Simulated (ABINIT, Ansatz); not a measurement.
# How the form of the self-energy moves the gap of CsGeBr3 (Pm-3m)

Aim: compare treatments of exchange, screening and correlation for the gap of CsGeBr3 (Pm-3m).

Program: ABINIT 10.8.3. Level of theory: PBEsol and many-body steps on it, plane waves. Results are calculated unless marked as measured.

### 1. Starting point

The structure is cubic, space group Pm-3m (No. 221). The conventional cell has a = 5.533 Å, b = 5.533 Å, c = 5.533 Å, α = 90.00°, β = 90.00°, γ = 90.00°. Nearest to Cs lie 12 Br at 3.91 Å. Nearest to Ge lie 6 Br at 2.77 Å. Nearest to Br lie 2 Ge at 2.77 Å and 4 Cs at 3.91 Å. Farther neighbours and most contacts between anions are not listed.

The cell and positions are those that the Materials Project relaxed with its own functionals (PBE, PBE+U or r2SCAN), kept fixed. Spin-orbit coupling is left out unless a step names it.

### 2. Empty states on the mesh, 2×2×2 mesh, 476 bands

This step: ABINIT 10.8.3; DFT, PBEsol, plane waves, norm-conserving pseudopotentials.

The sums over transitions need many empty states on a uniform mesh; this step solves for them.

File run.abi:

```
acell 3*1.0 Angstrom
rprim 
  5.533327140000 0.000000000000 0.000000000000
  0.000000000000 5.533327140000 0.000000000000
  0.000000000000 0.000000000000 5.533327140000
ntypat 3
znucl 55 32 35
natom 5
typat 1 2 3 3 3
xred 
  0.000000000000 0.000000000000 0.000000000000
  0.500000000000 0.500000000000 0.500000000000
  0.500000000000 0.500000000000 0.000000000000
  0.500000000000 0.000000000000 0.500000000000
  0.000000000000 0.500000000000 0.500000000000
pp_dirpath "pseudos"
pseudos "Cs.upf, Ge.upf, Br.upf"
ecut 56
ngkpt 2 2 2
nshiftk 1
shiftk 0 0 0
kptopt 1
chksymbreak 0
iscf -2
irdden 1
istwfk *1
nband 476
nbdbuf 42
tolwfr 1e-09
nstep 60
prtvol 0
indata_prefix "in"
outdata_prefix "out"
tmpdata_prefix "tmp"
```

Started as:

```
$ OMP_NUM_THREADS=1 mpirun -n 4 abinit run.abi > log
```

Numbers of over 12 decimals in the logs are rounded to 6 here.

What it wrote:

```text
.Version 10.8.3 of ABINIT. v10.8.2 released Aug 2026.

 Symmetries : space group Pm -3 m (#221); Bravais cP (primitive cubic)
[... echo of the input left out ...]
== DATASET  1 ==================================================================
-   mpi_nproc: 4, omp_nthreads: 1 (-1 if OMP is not activated)

--- !DatasetInfo
iteration_state: {dtset: 1, }
dimensions: {natom: 5, nkpt: 4, mband: 476, nsppol: 1, nspinor: 1, nspden: 1, mpw: 22983, }
cutoff_energies: {ecut:  56.0, pawecutdg:  -1.0, }
[...]
3.65949    3.65949    3.65949    3.65963    3.66775    3.66775    3.66775    3.68225
   3.68225    3.69370    3.69370    3.69370    3.69887    3.69887    3.69888    3.70222
   3.70222    3.70222    3.72520    3.83059
 prteigrs : prtvol=0 or 1, do not print more k-points.

== END DATASET(S) ==============================================================
================================================================================

 -outvars: echo values of variables after computation  --------
            nband         476
             nkpt           4
          spgroup         221
 [... the other variables as echoed above ...]

 Calculation completed.
```

Wall time 18 min (4 MPI ranks of Arm Neoverse V1, shared host); peak memory 1.4 GiB; 74 min of CPU time.

This step gave:

- gap: 0.4958 eV
- k of the valence top: 0.5, 0.5, 0.5
- k of the conduction bottom: 0.5, 0.5, 0.5
- least direct gap: 0.4958 eV
- k points computed: 4
- lowest point of the top converged band, above the valence top: 93.0670 eV

On this mesh the gap is 0.496 eV.

The density comes from a self-consistent run that is not shown.

### 3. Screening, 2×2×2 mesh, 201 bands, screening to 141.5 eV

The RPA dielectric matrix is built and inverted for each q.

This step: RPA screening on PBEsol, plane waves, norm-conserving pseudopotentials.

run.abi, as its differences from that of step 2:

```diff
@@ -23,10 +23,11 @@
 chksymbreak 0
-iscf -2
-irdden 1
 istwfk *1
-nband 476
-nbdbuf 42
-tolwfr 1e-09
-nstep 60
-prtvol 0
+occopt 1
+irdwfk 1
+optdriver 3
+nband 201
+ecuteps 5.2
+inclvkb 2
+awtr 1
+symchi 1
 indata_prefix "in"
```

What it wrote:

```text
.Version 10.8.3 of ABINIT. v10.8.2 released Aug 2026.

 Symmetries : space group Pm -3 m (#221); Bravais cP (primitive cubic)
[... echo of the input left out ...]
== DATASET  1 ==================================================================
-   mpi_nproc: 4, omp_nthreads: 1 (-1 if OMP is not activated)

--- !DatasetInfo
iteration_state: {dtset: 1, }
dimensions: {natom: 5, nkpt: 4, mband: 201, nsppol: 1, nspinor: 1, nspden: 1, mpw: 22983, }
cutoff_energies: {ecut:  56.0, pawecutdg:  -1.0, }
electrons: {nelect:   8.20000000E+01, charge:   0.00000000E+00, occopt:   1.00000000E+00, tsmear:   1.00000000E-02, }

 SCREENING: Calculation of the susceptibility and dielectric matrices

 Based on a program developped by R.W. Godby, V. Olevano, G. Onida, and L. Reining.
 Incorporated in ABINIT by V. Olevano, G.-M. Rignanese, and M. Torrent.
.Using double precision arithmetic ; gwpc =  8

[... cell and pseudopotentials left out ...]
--------------------------------------------------------------------------------

 ==== K-mesh for the wavefunctions ====
 Number of points in the irreducible wedge :     4
[... list of points left out ...]
 Together with 48 symmetry operations and time-reversal symmetry
 yields     8 points in the full Brillouin Zone.

 ==== Q-mesh for the screening function ====
 Number of points in the irreducible wedge :     4
[... list of points left out ...]
 Together with 48 symmetry operations and time-reversal symmetry
 yields     8 points in the full Brillouin Zone.

 setmesh: FFT mesh size selected  =    45x   45x   45
          total number of points  =        91125

 vcoul_init : cutoff-mode = AUXILIARY_FUNCTION
 q-points for optical limit:   1
     1)      0.000010    0.000020    0.000030

- screening: taking advantage of time-reversal symmetry
- Maximum band index for partially occupied states nbvw = 41
- Remaining bands to be divided among processors   nbcw = 160
- Number of bands treated by each node ~40

 Number of electrons calculated from density =   82.0000; Expected =   82.0000
 average of density, n =  0.071723
 r_s =    1.4931
 omega_plasma =   25.8336 [eV]

 calculating chi0 at frequencies [eV] :
  1    0.000000E+00    0.000000E+00
  2    0.000000E+00    2.583359E+01

--------------------------------------------------------------------------------
  q-point number  1        q = ( 0.000000, 0.000000, 0.000000) [r.l.u.]
--------------------------------------------------------------------------------
[... chi0 elements left out ...]
 For q-point:  0.000010 0.000020 0.000030
  dielectric constant = 137.0457
  dielectric constant without local fields = 177.9135

  Average fulfillment of the sum rule on Im[epsilon] for q-point    1 :     43.75  [%]
[... wings left out ...]
  q-point number  2        q = ( 0.500000, 0.000000, 0.000000) [r.l.u.]
--------------------------------------------------------------------------------
[... chi0 elements left out ...]
  Average fulfillment of the sum rule on Im[epsilon] for q-point    2 :     47.21  [%]

 [... 2 further q-points ...]
```

It took 3.5 min on 4 MPI ranks; peak memory 3.7 GiB; 14 min of CPU time.

This step gave:

```yaml
eps_infinity_with_local_fields_on_this_mesh_along_the_program_s_q_direction: 137.0
the_same_without_local_fields: 177.9
plasma_frequency: 25.83 eV
plane_waves_in_the_screening_matrix: 619
```

Local fields lower ε∞ by 23 %. The value itself is an artefact of the mesh, where one narrow direct gap carries too much weight.

### 4. G0W0, Godby-Needs plasmon pole

The self-energy is evaluated for the states that the input lists, and the levels follow from it, in one-shot runs by the linearised quasiparticle equation.

This step: G0W0 on PBEsol, plane waves, norm-conserving pseudopotentials.

run.abi, as its differences from that of step 3:

```diff
@@ -26,8 +26,17 @@
 irdwfk 1
-optdriver 3
+optdriver 4
 nband 201
+gwcalctyp 0
+ecutsigx 56
+symsigma 1
+nkptgw 2
+kptgw 
+  0.5000000000 0.5000000000 0.5000000000
+  0.0000000000 0.0000000000 0.0000000000
+bdgw 
+  38 44
+  39 44
 ecuteps 5.2
-inclvkb 2
-awtr 1
-symchi 1
+irdscr 1
+ppmodel 1
 indata_prefix "in"
```

What it wrote:

```text
.Version 10.8.3 of ABINIT. v10.8.2 released Aug 2026.

 Symmetries : space group Pm -3 m (#221); Bravais cP (primitive cubic)
[... echo of the input left out ...]
== DATASET  1 ==================================================================
-   mpi_nproc: 4, omp_nthreads: 1 (-1 if OMP is not activated)

--- !DatasetInfo
iteration_state: {dtset: 1, }
dimensions: {natom: 5, nkpt: 4, mband: 201, nsppol: 1, nspinor: 1, nspden: 1, mpw: 22983, }
cutoff_energies: {ecut:  56.0, pawecutdg:  -1.0, }
electrons: {nelect:   8.20000000E+01, charge:   0.00000000E+00, occopt:   1.00000000E+00, tsmear:   1.00000000E-02, }

 SIGMA: Calculation of the GW corrections

 Based on a program developped by R.W. Godby, V. Olevano, G. Onida, and L. Reining.
 Incorporated in ABINIT by V. Olevano, G.-M. Rignanese, and M. Torrent.
.Using double precision arithmetic ; gwpc =  8

[... cell and pseudopotentials left out ...]
--------------------------------------------------------------------------------

 ==== K-mesh for the wavefunctions ====
 Number of points in the irreducible wedge :     4
[... list of points left out ...]
 Together with 48 symmetry operations and time-reversal symmetry
 yields     8 points in the full Brillouin Zone.

 ==== Q-mesh for screening function ====
 Number of points in the irreducible wedge :     4
[... list of points left out ...]
 Together with 48 symmetry operations and time-reversal symmetry
 yields     8 points in the full Brillouin Zone.

 vcoul_init : cutoff-mode = AUXILIARY_FUNCTION
 q-points for optical limit:   1
     1)      0.000010    0.000020    0.000030
 setmesh: FFT mesh size selected  =    72x   72x   72
          total number of points  =       373248

 Number of electrons calculated from density =   82.0000; Expected =   82.0000
 average of density, n =  0.071723
 r_s =    1.4931
 omega_plasma =   25.8336 [eV]

 === KS Band Gaps ===
  >>>> For spin  1
   Minimum direct gap =   0.4958 [eV], located at k-point      :   0.5000  0.5000  0.5000
   Fundamental gap    =   0.4958 [eV], Top of valence bands at :   0.5000  0.5000  0.5000
                                       Bottom of conduction at :   0.5000  0.5000  0.5000
 SIGMA fundamental parameters:
 PLASMON POLE MODEL  1
 number of plane-waves for SigmaX                22983
 number of plane-waves for SigmaC and W            619
 number of plane-waves for wavefunctions         22983
 number of bands                                   201
 number of independent spin polarizations            1
 number of spinorial components                      1
 number of k-points in IBZ                           4
 number of q-points in IBZ                           4
 number of symmetry operations                      48
 number of k-points in BZ                            8
 number of q-points in BZ                            8
 number of frequencies for dSigma/dE                 9
 frequency step for dSigma/dE [eV]                0.25
 number of omega for Sigma on real axis              0
 max omega for Sigma on real axis  [eV]           0.00
 zcut for avoiding poles [eV]                     0.10

 EPSILON^-1 parameters (SCR file):
 dimension of the eps^-1 matrix on file            619
 dimension of the eps^-1 matrix used               619
 number of plane-waves for wavefunctions         22983
 number of bands                                   201
 number of q-points in IBZ                           4
 number of frequencies                               2
 number of real frequencies                          1
 number of imag frequencies                          1

 matrix elements of self-energy operator (all in [eV])

 Perturbative Calculation

--- !SelfEnergy_ee
iteration_state: {dtset: 1, }
kpoint     : [   0.500,    0.500,    0.500, ]
spin       : 1
KS_gap     :    0.496
QP_gap     :    1.840
Delta_QP_KS:    1.344
data: !SigmaeeData |
     Band     E0 <VxcDFT>   SigX SigC(E0)      Z dSigC/dE  Sig(E)    E-E0       E
       38   0.945 -14.884 -19.795   3.220   0.782  -0.279 -16.206  -1.322  -0.377
       39   0.945 -14.884 -19.795   3.220   0.782  -0.279 -16.206  -1.322  -0.377
       40   0.945 -14.884 -19.795   3.220   0.782  -0.279 -16.206  -1.322  -0.377
       41   2.829 -15.747 -18.547   1.882   0.787  -0.270 -16.469  -0.723   2.106
       42   3.325 -11.709  -7.354  -3.572   0.794  -0.260 -11.087   0.622   3.947
       43   3.325 -11.709  -7.354  -3.572   0.794  -0.260 -11.087   0.622   3.947
[...]
--- !SelfEnergy_ee
iteration_state: {dtset: 1, }
kpoint     : [   0.000,    0.000,    0.000, ]
spin       : 1
KS_gap     :    5.251
QP_gap     :    6.719
Delta_QP_KS:    1.468
data: !SigmaeeData |
     Band     E0 <VxcDFT>   SigX SigC(E0)      Z dSigC/dE  Sig(E)    E-E0       E
[...]
42   5.786  -7.559  -3.637  -3.656   0.833  -0.201  -7.338   0.221   6.007
       43   6.519  -7.189  -3.213  -3.575   0.833  -0.200  -6.855   0.334   6.853
       44   6.519  -7.189  -3.213  -3.575   0.833  -0.200  -6.855   0.334   6.853

== END DATASET(S) ==============================================================
================================================================================

 -outvars: echo values of variables after computation  --------
           etotal      0.0000000000E+00
            nband         201
             nkpt           4
          spgroup         221
 [... the other variables as echoed above ...]

 Calculation completed.
```

The job ended after 60 s (4 MPI ranks; peak memory 3.1 GiB; 4 min of CPU time).

This step gave:

```yaml
g0w0_gap_on_the_points_computed: 1.841 eV
starting_gap_on_the_mesh: 0.4958 eV
k_of_the_valence_top: 0.5, 0.5, 0.5
k_of_the_conduction_bottom: 0.5, 0.5, 0.5
z_at_the_valence_top: 0.787
z_at_the_conduction_bottom: 0.794
least_direct_g0w0_gap_on_the_computed_points: 1.841 eV
```

The gap on the mesh goes from 0.50 eV to 1.84 eV, a correction of +1.35 eV.

### 5. G0W0, von der Linden-Horsch plasmon pole

run.abi, as its differences from that of step 4:

```diff
@@ -40,3 +40,3 @@
 irdscr 1
-ppmodel 1
+ppmodel 3
 indata_prefix "in"
```

What it wrote:

```text
.Version 10.8.3 of ABINIT. v10.8.2 released Aug 2026.

 Symmetries : space group Pm -3 m (#221); Bravais cP (primitive cubic)
[... echo of the input left out ...]
== DATASET  1 ==================================================================
-   mpi_nproc: 4, omp_nthreads: 1 (-1 if OMP is not activated)

--- !DatasetInfo
iteration_state: {dtset: 1, }
dimensions: {natom: 5, nkpt: 4, mband: 201, nsppol: 1, nspinor: 1, nspden: 1, mpw: 22983, }
cutoff_energies: {ecut:  56.0, pawecutdg:  -1.0, }
electrons: {nelect:   8.20000000E+01, charge:   0.00000000E+00, occopt:   1.00000000E+00, tsmear:   1.00000000E-02, }

 SIGMA: Calculation of the GW corrections

 Based on a program developped by R.W. Godby, V. Olevano, G. Onida, and L. Reining.
 Incorporated in ABINIT by V. Olevano, G.-M. Rignanese, and M. Torrent.
.Using double precision arithmetic ; gwpc =  8

[... cell and pseudopotentials left out ...]
--------------------------------------------------------------------------------

 ==== K-mesh for the wavefunctions ====
 Number of points in the irreducible wedge :     4
[... list of points left out ...]
 Together with 48 symmetry operations and time-reversal symmetry
 yields     8 points in the full Brillouin Zone.

 ==== Q-mesh for screening function ====
 Number of points in the irreducible wedge :     4
[... list of points left out ...]
 Together with 48 symmetry operations and time-reversal symmetry
 yields     8 points in the full Brillouin Zone.

 vcoul_init : cutoff-mode = AUXILIARY_FUNCTION
 q-points for optical limit:   1
     1)      0.000010    0.000020    0.000030
 setmesh: FFT mesh size selected  =    72x   72x   72
          total number of points  =       373248

 Number of electrons calculated from density =   82.0000; Expected =   82.0000
[...]
number of omega for Sigma on real axis              0
 max omega for Sigma on real axis  [eV]           0.00
 zcut for avoiding poles [eV]                     0.10

 EPSILON^-1 parameters (SCR file):
 dimension of the eps^-1 matrix on file            619
 dimension of the eps^-1 matrix used               619
 number of plane-waves for wavefunctions         22983
 number of bands                                   201
 number of q-points in IBZ                           4
 number of frequencies                               2
 number of real frequencies                          1
 number of imag frequencies                          1

 matrix elements of self-energy operator (all in [eV])

 Perturbative Calculation

--- !SelfEnergy_ee
iteration_state: {dtset: 1, }
kpoint     : [   0.500,    0.500,    0.500, ]
spin       : 1
KS_gap     :    0.496
QP_gap     :    1.815
Delta_QP_KS:    1.319
data: !SigmaeeData |
     Band     E0 <VxcDFT>   SigX SigC(E0)      Z dSigC/dE  Sig(E)    E-E0       E
       38   0.945 -14.884 -19.795   2.924   0.866  -0.155 -16.605  -1.721  -0.776
       39   0.945 -14.884 -19.795   2.924   0.866  -0.155 -16.605  -1.721  -0.776
       40   0.945 -14.884 -19.795   2.924   0.866  -0.155 -16.605  -1.721  -0.776
[...]
--- !SelfEnergy_ee
iteration_state: {dtset: 1, }
kpoint     : [   0.000,    0.000,    0.000, ]
spin       : 1
KS_gap     :    5.251
QP_gap     :    6.838
Delta_QP_KS:    1.588
data: !SigmaeeData |
     Band     E0 <VxcDFT>   SigX SigC(E0)      Z dSigC/dE  Sig(E)    E-E0       E
[...]
43   6.519  -7.189  -3.213  -3.905   0.897  -0.115  -7.126   0.064   6.583
       44   6.519  -7.189  -3.213  -3.905   0.897  -0.115  -7.126   0.064   6.583

== END DATASET(S) ==============================================================
================================================================================

 -outvars: echo values of variables after computation  --------
           etotal      0.0000000000E+00
            nband         201
             nkpt           4
          spgroup         221
 [... the other variables as echoed above ...]

 Calculation completed.
```

Wall time 32 s (4 MPI ranks); peak memory 3 GiB.

Numbers from this step:

- G0W0 gap on the points computed: 1.815 eV
- starting gap on the mesh: 0.4958 eV
- k of the valence top: 0.5, 0.5, 0.5
- k of the conduction bottom: 0.5, 0.5, 0.5
- Z at the valence top: 0.865
- Z at the conduction bottom: 0.87
- least direct G0W0 gap on the computed points: 1.815 eV

Against G0W0 in ABINIT (2×2×2 mesh, 201 bands, screening to 141.5 eV, Godby-Needs plasmon pole), the gap moves by −0.026 eV.

(Part 1 of 2 ends here.)

[Paths, hosts, dates, memory and timing lines, banners, echoed tables and standing remarks are left out of the program output.]

[Logs are printed without paths, hosts, clocks, repeated set-up lines and the standing remarks that a program may print on its own settings, such as how far it seeks lower states.]

[Runs of the session that timed out or met a known fault of the program may be left out.]

[Hosts, paths, dates, database ids (printed as entryN), source tags and the programs' standing remarks are cut or masked in the printed files.]

[G0W0 gaps are taken among the corrected bands and points alone; a level outside them can change the order at an edge.]

[Where Ansatz stands beside ABINIT at settings called matched, ABINIT's density can come from a denser mesh and the files from another edition; pairs whose starting gaps differed by over 0.03 eV were left out, so agreement reads better than it is.]
